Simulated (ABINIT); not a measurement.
**Beyond one shot: CdF2 (Fm-3m)**

Wanted: G0W0 and self-consistent gaps of CdF2 (Fm-3m), with the cost of the cycles.

Main program and level: ABINIT 10.8.3; PBE and many-body steps on it, plane waves.

## Step 1: Set-up

It takes space group Fm-3m (No. 225, cubic). The conventional cell has a = 5.388 Å, b = 5.388 Å, c = 5.388 Å, α = 90.00°, β = 90.00°, γ = 90.00°. Nearest to Cd lie 8 F at 2.33 Å. Nearest to F lie 4 Cd at 2.33 Å. Farther neighbours and most contacts between anions are not listed.

Coordinates:

```cif
data_structure
_symmetry_space_group_name_H-M 'P 1'
_symmetry_Int_Tables_number 1
_cell_length_a 3.8099
_cell_length_b 3.8099
_cell_length_c 3.8099
_cell_angle_alpha 60.000
_cell_angle_beta 60.000
_cell_angle_gamma 60.000
_cell_volume 39.10
loop_
_atom_site_label
_atom_site_type_symbol
_atom_site_fract_x
_atom_site_fract_y
_atom_site_fract_z
_atom_site_occupancy
Cd1 Cd 0.00000 0.00000 0.00000 1
F2 F 0.25000 0.25000 0.25000 1
F3 F 0.75000 0.75000 0.75000 1
```

The cell and positions come from the Crystallography Open Database and are kept as given unless a step says otherwise.

## Step 2: Empty states on the mesh, 4×4×4 mesh, 127 bands

This step: ABINIT 10.8.3; DFT, PBE, plane waves, norm-conserving pseudopotentials.

The sums over transitions need many empty states on a uniform mesh; this step solves for them.

Contents of run.abi:

```
acell 3*1.0 Angstrom
rprim 
  0.000000000000 2.694000000000 2.694000000000
  2.694000000000 -0.000000000000 2.694000000000
  2.694000000000 2.694000000000 -0.000000000000
ntypat 2
znucl 48 9
natom 3
typat 1 2 2
xred 
  0.000000000000 0.000000000000 0.000000000000
  0.250000000000 0.250000000000 0.250000000000
  0.750000000000 0.750000000000 0.750000000000
pp_dirpath "pseudos"
pseudos "Cd.upf, F.upf"
ecut 47
ngkpt 4 4 4
nshiftk 1
shiftk 0 0 0
kptopt 1
chksymbreak 0
irdden 1
istwfk *1
nband 127
prtvol 0
optdriver 6
gwr_task "HDIAGO"
paral_kgb 0
occopt 1
indata_prefix "in"
outdata_prefix "out"
tmpdata_prefix "tmp"
```

Started as:

```bash
$ OMP_NUM_THREADS=1 mpirun -n 4 abinit run.abi > log
```

The log of the run:

```text
.Version 10.8.3 of ABINIT. v10.8.2 released Aug 2026.

 Symmetries : space group Fm -3 m (#225); Bravais cF (face-center cubic)
[... echo of the input left out ...]
== DATASET  1 ==================================================================
-   mpi_nproc: 4, omp_nthreads: 1 (-1 if OMP is not activated)

--- !DatasetInfo
iteration_state: {dtset: 1, }
dimensions: {natom: 3, nkpt: 8, mband: 127, nsppol: 1, nspinor: 1, nspden: 1, mpw: 4092, }
cutoff_energies: {ecut:  47.0, pawecutdg:  -1.0, }
[...]
Indirect band gap semiconductor
 Fundamental gap:     3.124 (eV)
   VBM:     3.135 (eV) at k: [-2.5000E-01,  5.0000E-01,  2.5000E-01]
   CBM:     6.259 (eV) at k: [ 0.0000E+00,  0.0000E+00,  0.0000E+00]
 Direct gap:         3.619 (eV) at k: [ 0.0000E+00,  0.0000E+00,  0.0000E+00]

== END DATASET(S) ==============================================================
================================================================================

 -outvars: echo values of variables after computation  --------
           etotal      0.0000000000E+00
            nband         127
             nkpt           8
          spgroup         225
 [... the other variables as echoed above ...]

 Calculation completed.
```

Run time: 1.7 min. Hardware: 4 MPI ranks of Arm Neoverse V1, shared host; peak memory 3.8 GiB; 6.8 min of CPU time.

Numbers from this step:

| Property | Result |
| --- | --- |
| gap | 3.124 eV |
| k of the valence top | -0.25, 0.5, 0.25 |
| k of the conduction bottom | 0, 0, 0 |
| least direct gap | 3.619 eV |
| k points computed | 8 |
| lowest point of the top converged band, above the valence top | 100.8199 eV |

On this mesh the gap is 3.124 eV.

The density comes from a self-consistent run that is not shown.

## Step 3: Screening, 4×4×4 mesh, 119 bands, screening to 163.3 eV

The RPA dielectric matrix is built and inverted for each q.

This step: RPA screening on PBE, plane waves, norm-conserving pseudopotentials.

run.abi, as its differences from that of step 2:

```diff
@@ -21,10 +21,11 @@
 chksymbreak 0
-irdden 1
 istwfk *1
-nband 127
-prtvol 0
-optdriver 6
-gwr_task "HDIAGO"
-paral_kgb 0
 occopt 1
+irdwfk 1
+optdriver 3
+nband 119
+ecuteps 6
+inclvkb 2
+awtr 1
+symchi 1
 indata_prefix "in"
```

The log of the run:

```text
.Version 10.8.3 of ABINIT. v10.8.2 released Aug 2026.

 Symmetries : space group Fm -3 m (#225); Bravais cF (face-center cubic)
[... echo of the input left out ...]
== DATASET  1 ==================================================================
-   mpi_nproc: 4, omp_nthreads: 1 (-1 if OMP is not activated)

--- !DatasetInfo
iteration_state: {dtset: 1, }
dimensions: {natom: 3, nkpt: 8, mband: 119, nsppol: 1, nspinor: 1, nspden: 1, mpw: 4092, }
cutoff_energies: {ecut:  47.0, pawecutdg:  -1.0, }
electrons: {nelect:   3.40000000E+01, charge:   0.00000000E+00, occopt:   1.00000000E+00, tsmear:   1.00000000E-02, }

 SCREENING: Calculation of the susceptibility and dielectric matrices

 Based on a program developped by R.W. Godby, V. Olevano, G. Onida, and L. Reining.
 Incorporated in ABINIT by V. Olevano, G.-M. Rignanese, and M. Torrent.
.Using double precision arithmetic ; gwpc =  8

[... cell and pseudopotentials left out ...]
--------------------------------------------------------------------------------

 ==== K-mesh for the wavefunctions ====
 Number of points in the irreducible wedge :     8
[... list of points left out ...]
 Together with 48 symmetry operations and time-reversal symmetry
 yields    64 points in the full Brillouin Zone.

 ==== Q-mesh for the screening function ====
 Number of points in the irreducible wedge :     8
[... list of points left out ...]
 Together with 48 symmetry operations and time-reversal symmetry
 yields    64 points in the full Brillouin Zone.

 setmesh: FFT mesh size selected  =    30x   30x   30
          total number of points  =        27000

 vcoul_init : cutoff-mode = AUXILIARY_FUNCTION
 q-points for optical limit:   1
     1)      0.000010    0.000020    0.000030

- screening: taking advantage of time-reversal symmetry
- Maximum band index for partially occupied states nbvw = 17
- Remaining bands to be divided among processors   nbcw = 102
- Number of bands treated by each node ~25

 Number of electrons calculated from density =   34.0000; Expected =   34.0000
 average of density, n =  0.128843
 r_s =    1.2282
 omega_plasma =   34.6246 [eV]

 calculating chi0 at frequencies [eV] :
  1    0.000000E+00    0.000000E+00
  2    0.000000E+00    3.462465E+01

--------------------------------------------------------------------------------
  q-point number  1        q = ( 0.000000, 0.000000, 0.000000) [r.l.u.]
--------------------------------------------------------------------------------
[... chi0 elements left out ...]
 For q-point:  0.000010 0.000020 0.000030
  dielectric constant =   2.7575
  dielectric constant without local fields =   2.9159

  Average fulfillment of the sum rule on Im[epsilon] for q-point    1 :     64.62  [%]
[... wings left out ...]
  q-point number  2        q = ( 0.250000, 0.000000, 0.000000) [r.l.u.]
--------------------------------------------------------------------------------
[... chi0 elements left out ...]
  Average fulfillment of the sum rule on Im[epsilon] for q-point    2 :     77.14  [%]

 [... 6 further q-points ...]
```

Wall time 44 s (4 MPI ranks); peak memory 1 GiB.

Numbers from this step:

```
ε∞ with local fields, on this mesh, along the program's q direction : 2.757
the same without local fields                                       : 2.916
plasma frequency                                                    : 34.62 eV
plane waves in the screening matrix                                 : 169
```

Local fields lower ε∞ by 5 %. On a Γ-centred mesh this coarse the value itself is usually too large, while a short band sum pulls it down.

## Step 4: G0W0

The self-energy is evaluated for the states that the input lists, and the levels follow from it, in one-shot runs by the linearised quasiparticle equation.

This step: G0W0 on PBE, plane waves, norm-conserving pseudopotentials.

run.abi, as its differences from that of step 3:

```diff
@@ -24,8 +24,17 @@
 irdwfk 1
-optdriver 3
+optdriver 4
 nband 119
+gwcalctyp 0
+ecutsigx 47
+symsigma 1
+nkptgw 2
+kptgw 
+  -0.2500000000 0.5000000000 0.2500000000
+  0.0000000000 0.0000000000 0.0000000000
+bdgw 
+  16 19
+  15 21
 ecuteps 6
-inclvkb 2
-awtr 1
-symchi 1
+irdscr 1
+ppmodel 1
 indata_prefix "in"
```

The log of the run:

```text
.Version 10.8.3 of ABINIT. v10.8.2 released Aug 2026.

 Symmetries : space group Fm -3 m (#225); Bravais cF (face-center cubic)
[... echo of the input left out ...]
== DATASET  1 ==================================================================
-   mpi_nproc: 4, omp_nthreads: 1 (-1 if OMP is not activated)

--- !DatasetInfo
iteration_state: {dtset: 1, }
dimensions: {natom: 3, nkpt: 8, mband: 119, nsppol: 1, nspinor: 1, nspden: 1, mpw: 4092, }
cutoff_energies: {ecut:  47.0, pawecutdg:  -1.0, }
electrons: {nelect:   3.40000000E+01, charge:   0.00000000E+00, occopt:   1.00000000E+00, tsmear:   1.00000000E-02, }

 SIGMA: Calculation of the GW corrections

 Based on a program developped by R.W. Godby, V. Olevano, G. Onida, and L. Reining.
 Incorporated in ABINIT by V. Olevano, G.-M. Rignanese, and M. Torrent.
.Using double precision arithmetic ; gwpc =  8

[... cell and pseudopotentials left out ...]
--------------------------------------------------------------------------------

 ==== K-mesh for the wavefunctions ====
 Number of points in the irreducible wedge :     8
[... list of points left out ...]
 Together with 48 symmetry operations and time-reversal symmetry
 yields    64 points in the full Brillouin Zone.

 ==== Q-mesh for screening function ====
 Number of points in the irreducible wedge :     8
[... list of points left out ...]
 Together with 48 symmetry operations and time-reversal symmetry
 yields    64 points in the full Brillouin Zone.

 vcoul_init : cutoff-mode = AUXILIARY_FUNCTION
 q-points for optical limit:   1
     1)      0.000010    0.000020    0.000030
 setmesh: FFT mesh size selected  =    45x   45x   45
          total number of points  =        91125

 Number of electrons calculated from density =   34.0000; Expected =   34.0000
 average of density, n =  0.128843
 r_s =    1.2282
 omega_plasma =   34.6246 [eV]

 === KS Band Gaps ===
  >>>> For spin  1
   Minimum direct gap =   3.6194 [eV], located at k-point      :   0.0000  0.0000  0.0000
   Fundamental gap    =   3.1240 [eV], Top of valence bands at :  -0.2500  0.5000  0.2500
                                       Bottom of conduction at :   0.0000  0.0000  0.0000
 SIGMA fundamental parameters:
 PLASMON POLE MODEL  1
 number of plane-waves for SigmaX                 4015
 number of plane-waves for SigmaC and W            169
 number of plane-waves for wavefunctions          4015
 number of bands                                   119
 number of independent spin polarizations            1
 number of spinorial components                      1
 number of k-points in IBZ                           8
 number of q-points in IBZ                           8
 number of symmetry operations                      48
 number of k-points in BZ                           64
 number of q-points in BZ                           64
 number of frequencies for dSigma/dE                 9
 frequency step for dSigma/dE [eV]                0.25
 number of omega for Sigma on real axis              0
 max omega for Sigma on real axis  [eV]           0.00
 zcut for avoiding poles [eV]                     0.10

 EPSILON^-1 parameters (SCR file):
 dimension of the eps^-1 matrix on file            169
 dimension of the eps^-1 matrix used               169
 number of plane-waves for wavefunctions          4015
 number of bands                                   119
 number of q-points in IBZ                           8
 number of frequencies                               2
 number of real frequencies                          1
 number of imag frequencies                          1

 matrix elements of self-energy operator (all in [eV])

 Perturbative Calculation

--- !SelfEnergy_ee
iteration_state: {dtset: 1, }
kpoint     : [  -0.250,    0.500,    0.250, ]
spin       : 1
KS_gap     :    8.101
QP_gap     :   11.348
Delta_QP_KS:    3.247
data: !SigmaeeData |
     Band     E0 <VxcDFT>   SigX SigC(E0)      Z dSigC/dE  Sig(E)    E-E0       E
       16   2.536 -23.138 -30.563   5.707   0.793  -0.260 -24.501  -1.363   1.173
       17   3.135 -24.392 -31.575   5.529   0.804  -0.243 -25.723  -1.330   1.805
       18  11.236 -16.752 -10.745  -3.766   0.855  -0.169 -14.835   1.917  13.153
       19  14.664 -10.958  -6.360  -3.502   0.871  -0.148 -10.003   0.955  15.618

--- !SelfEnergy_ee
iteration_state: {dtset: 1, }
kpoint     : [   0.000,    0.000,    0.000, ]
spin       : 1
KS_gap     :    3.619
QP_gap     :    6.071
Delta_QP_KS:    2.452
data: !SigmaeeData |
     Band     E0 <VxcDFT>   SigX SigC(E0)      Z dSigC/dE  Sig(E)    E-E0       E
       15   2.640 -24.993 -32.322   5.377   0.817  -0.224 -26.588  -1.595   1.045
       16   2.640 -24.993 -32.322   5.377   0.817  -0.224 -26.588  -1.595   1.045
       17   2.640 -24.993 -32.322   5.377   0.817  -0.224 -26.588  -1.595   1.045
       18   6.259 -12.403  -7.938  -3.486   0.875  -0.143 -11.546   0.857   7.116
       19  15.876 -10.202  -4.669  -4.280   0.878  -0.140  -9.103   1.100  16.975
       20  15.876 -10.202  -4.669  -4.280   0.878  -0.140  -9.103   1.100  16.975
       21  15.876 -10.202  -4.669  -4.280   0.878  -0.140  -9.103   1.100  16.975

== END DATASET(S) ==============================================================
================================================================================

 -outvars: echo values of variables after computation  --------
           etotal      0.0000000000E+00
            nband         119
             nkpt           8
          spgroup         225
 [... the other variables as echoed above ...]

 Calculation completed.
```

Elapsed: 9.5 s, on 4 MPI ranks; peak memory 0.93 GiB.

This step gave:

| Quantity | Value |
| --- | --- |
| G0W0 gap on the points computed | 5.311 eV |
| starting gap on the mesh | 3.124 eV |
| k of the valence top | -0.25, 0.5, 0.25 |
| k of the conduction bottom | 0, 0, 0 |
| Z at the valence top | 0.804 |
| Z at the conduction bottom | 0.875 |
| least direct G0W0 gap on the computed points | 6.071 eV |

The gap on the mesh goes from 3.12 eV to 5.31 eV, a correction of +2.19 eV.

## Step 5: evGW0, cycle 1

This step: evGW0 on PBE, plane waves, norm-conserving pseudopotentials.

run.abi, as its differences from that of step 4:

```diff
@@ -26,12 +26,24 @@
 nband 119
-gwcalctyp 0
+gwcalctyp 10
 ecutsigx 47
 symsigma 1
-nkptgw 2
+nkptgw 8
 kptgw 
+  0.0000000000 0.0000000000 0.0000000000
+  0.2500000000 0.0000000000 0.0000000000
+  0.5000000000 0.0000000000 0.0000000000
+  0.2500000000 0.2500000000 0.0000000000
+  0.5000000000 0.2500000000 0.0000000000
+  -0.2500000000 0.2500000000 0.0000000000
+  0.5000000000 0.5000000000 0.0000000000
   -0.2500000000 0.5000000000 0.2500000000
-  0.0000000000 0.0000000000 0.0000000000
 bdgw 
-  16 19
-  15 21
+  7 27
+  7 27
+  7 27
+  7 27
+  7 27
+  7 27
+  7 27
+  7 27
 ecuteps 6
```

The log of the run:

```text
.Version 10.8.3 of ABINIT. v10.8.2 released Aug 2026.

 Symmetries : space group Fm -3 m (#225); Bravais cF (face-center cubic)
[... echo of the input left out ...]
== DATASET  1 ==================================================================
-   mpi_nproc: 4, omp_nthreads: 1 (-1 if OMP is not activated)

--- !DatasetInfo
iteration_state: {dtset: 1, }
dimensions: {natom: 3, nkpt: 8, mband: 119, nsppol: 1, nspinor: 1, nspden: 1, mpw: 4092, }
cutoff_energies: {ecut:  47.0, pawecutdg:  -1.0, }
electrons: {nelect:   3.40000000E+01, charge:   0.00000000E+00, occopt:   1.00000000E+00, tsmear:   1.00000000E-02, }

 SIGMA: Calculation of the GW corrections

 Based on a program developped by R.W. Godby, V. Olevano, G. Onida, and L. Reining.
 Incorporated in ABINIT by V. Olevano, G.-M. Rignanese, and M. Torrent.
.Using double precision arithmetic ; gwpc =  8

[... cell and pseudopotentials left out ...]
--------------------------------------------------------------------------------

 ==== K-mesh for the wavefunctions ====
 Number of points in the irreducible wedge :     8
[... list of points left out ...]
 Together with 48 symmetry operations and time-reversal symmetry
 yields    64 points in the full Brillouin Zone.

 ==== Q-mesh for screening function ====
 Number of points in the irreducible wedge :     8
[... list of points left out ...]
 Together with 48 symmetry operations and time-reversal symmetry
 yields    64 points in the full Brillouin Zone.

 vcoul_init : cutoff-mode = AUXILIARY_FUNCTION
 q-points for optical limit:   1
     1)      0.000010    0.000020    0.000030
 setmesh: FFT mesh size selected  =    45x   45x   45
          total number of points  =        91125

 Number of electrons calculated from density =   34.0000; Expected =   34.0000
[...]
spin       : 1
KS_gap     :    8.125
QP_gap     :   11.339
Delta_QP_KS:    3.214
data: !SigmaeeData |
     Band     E_DFT   <VxcDFT>   E(N-1)  <Hhartree>   SigX  SigC[E(N-1)]    Z     dSigC/dE  Sig[E(N)]  DeltaE  E(N)_pert E(N)_diago
[...]
--- !SelfEnergy_ee
iteration_state: {dtset: 1, }
kpoint     : [  -0.250,    0.500,    0.250, ]
spin       : 1
KS_gap     :    8.101
QP_gap     :   11.348
Delta_QP_KS:    3.247
data: !SigmaeeData |
     Band     E_DFT   <VxcDFT>   E(N-1)  <Hhartree>   SigX  SigC[E(N-1)]    Z     dSigC/dE  Sig[E(N)]  DeltaE  E(N)_pert E(N)_diago
[...]
26    28.188   -10.386    28.188    38.574    -4.142    -4.701     0.875    -0.143    -9.037     1.349    29.537    29.730
       27    28.188   -10.386    28.188    38.574    -4.142    -4.701     0.875    -0.143    -9.037     1.349    29.537    29.730

 New Fermi energy :        1.602169E-01 Ha ,    4.359725E+00 eV

 === QP Band Gaps ===
  >>>> For spin  1
   Minimum direct gap =   6.5508 [eV], located at k-point      :   0.0000  0.0000  0.0000
   Fundamental gap    =   5.7573 [eV], Top of valence bands at :  -0.2500  0.5000  0.2500
                                       Bottom of conduction at :   0.0000  0.0000  0.0000

 writing QP data on file : out_QPS

 Convergence of QP corrections
 >>>>> For spin  1 <<<<<
.  kptgw no:  1; Maximum DeltaE = (   0.000   0.000) for band index:  5
.  kptgw no:  2; Maximum DeltaE = (   2.027  -0.043) for band index:  5
.  kptgw no:  3; Maximum DeltaE = (   1.385   0.024) for band index:  4
[...]
.  kptgw no:  7; Maximum DeltaE = (   1.301  -0.003) for band index:  5
.  kptgw no:  8; Maximum DeltaE = (   1.236   0.015) for band index:  3

== END DATASET(S) ==============================================================
================================================================================

 -outvars: echo values of variables after computation  --------
           etotal      0.0000000000E+00
            nband         119
             nkpt           8
          spgroup         225
 [... the other variables as echoed above ...]

 Calculation completed.
```

The job ended after 3.1 min (4 MPI ranks; peak memory 1.8 GiB; 12 min of CPU time).

This step gave:

* quasiparticle gap on the mesh: 5.757 eV
* gap of the density functional on the mesh: 3.124 eV
* k of the valence top: -0.25, 0.5, 0.25
* k of the conduction bottom: 0, 0, 0
* Z at the valence top: 0.804
* Z at the conduction bottom: 0.875
* least direct quasiparticle gap on the computed points: 6.550 eV

Against G0W0 in ABINIT (4×4×4 mesh, 119 bands, screening to 163.3 eV, Godby-Needs plasmon pole), the gap moves by +0.446 eV. This first cycle still uses the starting levels; it takes the full correction, at all points of the mesh, and its linearised value is 5.311 eV.

## Step 6: evGW0, cycle 2

The corrected levels of the last cycle go back in.

run.abi, as its differences from that of step 5:

```diff
@@ -51,2 +51,3 @@
 ppmodel 1
+irdqps 1
 indata_prefix "in"
```

The log of the run:

```text
.Version 10.8.3 of ABINIT. v10.8.2 released Aug 2026.

 Symmetries : space group Fm -3 m (#225); Bravais cF (face-center cubic)
[... echo of the input left out ...]
== DATASET  1 ==================================================================
-   mpi_nproc: 4, omp_nthreads: 1 (-1 if OMP is not activated)

--- !DatasetInfo
iteration_state: {dtset: 1, }
dimensions: {natom: 3, nkpt: 8, mband: 119, nsppol: 1, nspinor: 1, nspden: 1, mpw: 4092, }
cutoff_energies: {ecut:  47.0, pawecutdg:  -1.0, }
[...]
.  kptgw no:  3; Maximum DeltaE = (   0.076   0.004) for band index: 12
[...]
.  kptgw no:  7; Maximum DeltaE = (   0.091  -0.000) for band index: 12
.  kptgw no:  8; Maximum DeltaE = (   0.102   0.007) for band index: 12

== END DATASET(S) ==============================================================
================================================================================

 -outvars: echo values of variables after computation  --------
           etotal      0.0000000000E+00
            nband         119
             nkpt           8
          spgroup         225
 [... the other variables as echoed above ...]

 Calculation completed.
```

Elapsed: 3.1 min, on 4 MPI ranks; peak memory 1.7 GiB.

Numbers from this step:

```
quasiparticle gap on the mesh                         : 5.719 eV
gap of the density functional on the mesh             : 3.124 eV
k of the valence top                                  : -0.25, 0.5, 0.25
k of the conduction bottom                            : 0, 0, 0
least direct quasiparticle gap on the computed points : 6.477 eV
```

Against the cycle before, the gap moves by −0.038 eV.

[end of part 1 of 3]

[Paths, hosts, dates, memory and timing lines, banners, echoed tables and standing remarks are left out of the program output.]

[Logs are printed without paths, hosts, clocks, repeated set-up lines and the standing remarks that a program may print on its own settings, such as how far it seeks lower states.]

[Runs of the session that timed out or met a known fault of the program may be left out.]

[Hosts, paths, dates, database ids (printed as entryN), source tags and the programs' standing remarks are cut or masked in the printed files.]

[G0W0 gaps are taken among the corrected bands and points alone; a level outside them can change the order at an edge.]

[Where Ansatz stands beside ABINIT at settings called matched, ABINIT's density can come from a denser mesh and the files from another edition; pairs whose starting gaps differed by over 0.03 eV were left out, so agreement reads better than it is.]
